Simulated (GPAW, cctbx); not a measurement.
# How far are the atoms of Mg3CdSe4 from free atoms?

Question: by how much does bonding change the structure factors of Mg3CdSe4?

The cell is our own: ordered zincblende alloy in the eight-atom cube, 3 of 4 Cd sites given to Mg. All numbers below are calculated.

## 1. Relax the structure

The density hangs on the geometry, so cell and atoms are relaxed first, with the symmetry held. The cutoff is set higher than for the density because stress converges slowly with plane waves.

Settings: GPAW 26.7.0, PBE, 650 eV, 4×4×4 k-points, Fermi–Dirac width 0.02 eV, BFGS to 0.02 eV/Å.

```text
cell
1.0
     6.052500000    0.000000000    0.000000000
     0.000000000    6.052500000    0.000000000
     0.000000000    0.000000000    6.052500000
Mg Se Cd
3 4 1
Direct
0.000000000 0.000000000 0.500000000
0.000000000 0.500000000 0.000000000
0.500000000 0.000000000 0.000000000
0.250000000 0.250000000 0.750000000
0.250000000 0.750000000 0.250000000
0.750000000 0.250000000 0.250000000
0.750000000 0.750000000 0.750000000
0.500000000 0.500000000 0.500000000
```

```console
$ OMP_NUM_THREADS=1 mpirun -n 4 gpaw python run.py > gpaw.log
```

```text
BFGS:    0      -28.502022        0.489900
BFGS:    1      -28.514859        0.426846
BFGS:    2      -28.557513        0.037114
BFGS:    3      -28.557798        0.036244
BFGS:    4      -28.557865        0.034330
BFGS:    5      -28.558066        0.025317
BFGS:    6      -28.558273        0.019669
cell  6.0442 6.0442 6.0442  90.00 90.00 90.00
volume 220.806 A^3, largest force 0.011 eV/A, largest stress 0.08 GPa
```

After 6 steps the volume has changed by -0.4 % and the energy by -0.056 eV; the largest stress left is 0.08 GPa. It took 7.2 min on 4 cores of Arm Neoverse N1 (shared host), peak memory 1.2 GiB.

Relaxed structure: P-43m (no. 215), a = 6.0442 Å, b = 6.0442 Å, c = 6.0442 Å, α = 90.00°, β = 90.00°, γ = 90.00°.

```
atom  mult.       x       y       z
 Cd1      1     1/2     1/2     1/2
 Se1      4  0.2442  0.2442  0.7558
 Mg1      3       0       0     1/2
```

## 2. The all-electron density

X-rays see the whole electron density, so the PAW density is rebuilt with its core regions. Subtracting spherical free atoms from the same code cancels the cores and leaves the deformation density Δρ, the part due to bonding.

Settings: PBE, 600 eV, 4×4×4 k-points, Fermi–Dirac width 0.02 eV; primitive cell of 8 atoms.

```console
$ OMP_NUM_THREADS=1 mpirun -n 4 gpaw python run.py > gpaw.log
```

```text
|iter:   1|       0s |  -29.789330 | +0.18 |       |
|iter:   2|       3s |  -29.530118 | -1.53 | -1.12 |
|iter:   3|       7s |  -28.552783 | -0.87 | -1.16 |
...
|iter:   9|      28s |  -28.556377c| -6.49 | -4.57c|
|iter:  10|      31s |  -28.556377c| -7.20 | -5.31c|
|iter:  11|      33s |  -28.556377c| -7.68c| -5.81c|
```

```text
grid (70, 70, 70)  electrons 220.000  moved by bonding 1.911 e
deformation density beyond 0.5 A of the nuclei: max 0.116, min -0.073 e/A^3
atom        x       y       z   Voronoi charge  moment
Cd1    0.5000  0.5000  0.5000      0.359       0.00
Se2    0.2442  0.2442  0.7558     -0.341       0.00
Se3    0.2442  0.7558  0.2442     -0.341       0.00
Se4    0.7558  0.2442  0.2442     -0.341       0.00
Se5    0.7558  0.7558  0.7558     -0.341       0.00
Mg6    0.0000  0.0000  0.5000      0.335       0.00
Mg7    0.0000  0.5000  0.0000      0.335       0.00
Mg8    0.5000  0.0000  0.0000      0.335       0.00
mean inner potential of superposed free atoms 11.446 V
total magnetic moment 0.000 muB
```

Deformation density in a plane through the shortest contact of the Se atom at the origin, in 0.01 e/Å³ (clipped at ±99); x from -1.6 to 4.2 Å, y from 2.4 down to -2.4 Å:

```text
 -1   .   .   1  -6  -4  -2  -1  -1  -1  -1  -1  -1  -1  -1  -1
 -3   1   .  -1  -4  -3  -2  -1  -1  -1  -1  -1  -1  -1  -1  -1
 -3  -4  -1   1   2   1   0  -1  -1  -2  -2  -2  -1  -1  -1  -1
 -2   0   5   8   8   4   2   1  -1  -3  -4  -4  -3  -2  -1  -1
  0   2   7  10   7   4   4   3   0  -4  -6  -5  -4  -3  -2  -1
  0   1   3   1   .  -2   5   8   3  -3   1   .  -1  -5  -4  -2
  0   0  -1   .   .   .   6  10   5  -1   .   .   .  -5  -4  -2
  0   1   1  -2   .  -2   5   8   3  -3   1   .   0  -4  -3  -2
  0   1   3   3   0   0   2   3   0  -3  -4  -2   1   1   0   0
  0   0   2   2   1   0   1   0  -1  -2  -1   4   8   8   4   2
 -1  -1   0   0   0   0   0   0  -1  -1   2   6  10   8   4   4
 -1  -1  -1  -1   0   0   0  -1  -1   0   1   3   2  -2  -2   5
 -1  -1  -1  -1  -1  -1  -1  -1   0   0   0   0  -3   .   .   5
```

Atoms in or within 0.15 Å of the plane: Se (0.0, 0.0), Se (3.5, -2.4), Mg (2.6, 0.0), Mg (-0.9, 2.4) Å. Dots mark points within about 0.45 Å of a nucleus; large values next to them are atomic features.

Se gains most (-0.34 e) and Cd loses most (+0.36 e); Se is the most electronegative element, but the order of the others doesn't follow electronegativity. Such charges fall far short of formal ones, since overlapping free atoms already put density on their neighbours. Along the shortest contact from the Se atom at the map's origin, Se–Mg at 2.60 Å, Δρ is +0.08 e/Å³ at the midpoint and highest, +0.11, 1.03 Å from Se (points within 0.5 Å of a nucleus left out): a bond charge, the mark of covalency, pulled towards Se. At the midpoints of other shortest contacts it is +0.06 (Cd–Se, 2.68 Å) e/Å³. Point values carry grid noise of about 0.01 e/Å³. The run needed 11 iterations, 50 s.

## 3. From the density to structure factors

The Fourier components of Δρ, added to those of the free atoms, give the static X-ray structure factors; the Mott–Bethe relation turns them into the Fourier components V of the potential that fast electrons feel.

```text
static structure factors of the conventional cell: F in electrons, V (Mott-Bethe) in volts
   h  k  l      d  |F| table  |F| free   |F| DFT   change   |V| free  |V| DFT  change %
   0  1  0  6.0442    30.139    30.148    30.066   -0.082     0.667    0.729      9.3
   0  1  1  4.2739    33.900    33.900    33.849   -0.050     0.865    0.884      2.2
   1  1  1  3.4896   137.542   137.620   138.313    0.694     5.572    5.414     -2.8
   0  2  0  3.0221    44.806    44.869    45.566    0.697     1.283    1.151    -10.3
   0  2  1  2.7030    34.903    34.876    34.900    0.024     0.923    0.919     -0.4
   1  2  1  2.4675    30.939    30.906    30.920    0.014     0.794    0.791     -0.3
   0  2  2  2.1369   163.623   163.521   163.301   -0.220     5.285    5.306      0.4
   1  2  2  2.0147    24.368    24.333    24.342    0.010     0.567    0.566     -0.1
   0  3  0  2.0147    38.988    38.950    38.959    0.008     1.006    1.005     -0.1
   0  3  1  1.9113    27.025    26.991    27.066    0.074     0.642    0.636     -0.9
   1  3  1  1.8224   112.035   111.898   111.476   -0.422     3.250    3.279      0.9
   2  2  2  1.7448    37.382    37.409    36.979   -0.430     0.853    0.882      3.4
   0  3  2  1.6764    15.675    15.667    15.703    0.035     0.320    0.318     -0.6
   1  3  2  1.6154    26.643    26.624    26.640    0.016     0.609    0.608     -0.1
```

The largest X-ray change is +0.70 e on 020, 1.6 % of |F|. For electrons V goes as (Z − F)/g², so a change of F counts against Z − F, which is small at low angle and wherever the atoms' terms cancel: |V| of 020 moves by -10.3 % (1.28 to 1.15 V) against +1.6 % in |F|. The last three rows still change by up to 0.43 e; the table stops while the angles are still low. The tabulated Hartree–Fock atoms differ from the free DFT atoms by up to 0.14 e, so the choice of reference atom matters too.

## 4. Answer

Bonding moves 1.91 e in the primitive cell of Mg3CdSe4 and changes the structure factors of the conventional cell in the table above by at most 0.70 e (020, 1.6 %). The shortest bond, Se–Mg, has Δρ = +0.08 e/Å³ at its midpoint, a covalent bond charge. Limits: static density, frozen cores, no spin–orbit coupling.

[Outputs are excerpts: Python notices, other lines and further rows are left out; steps that failed or that the build refused (PBEsol, TPSS) are not shown.]

[Logs are printed without paths, hosts, clocks, repeated set-up lines and the standing remarks that a program may print on its own settings, such as how far it seeks lower states.]
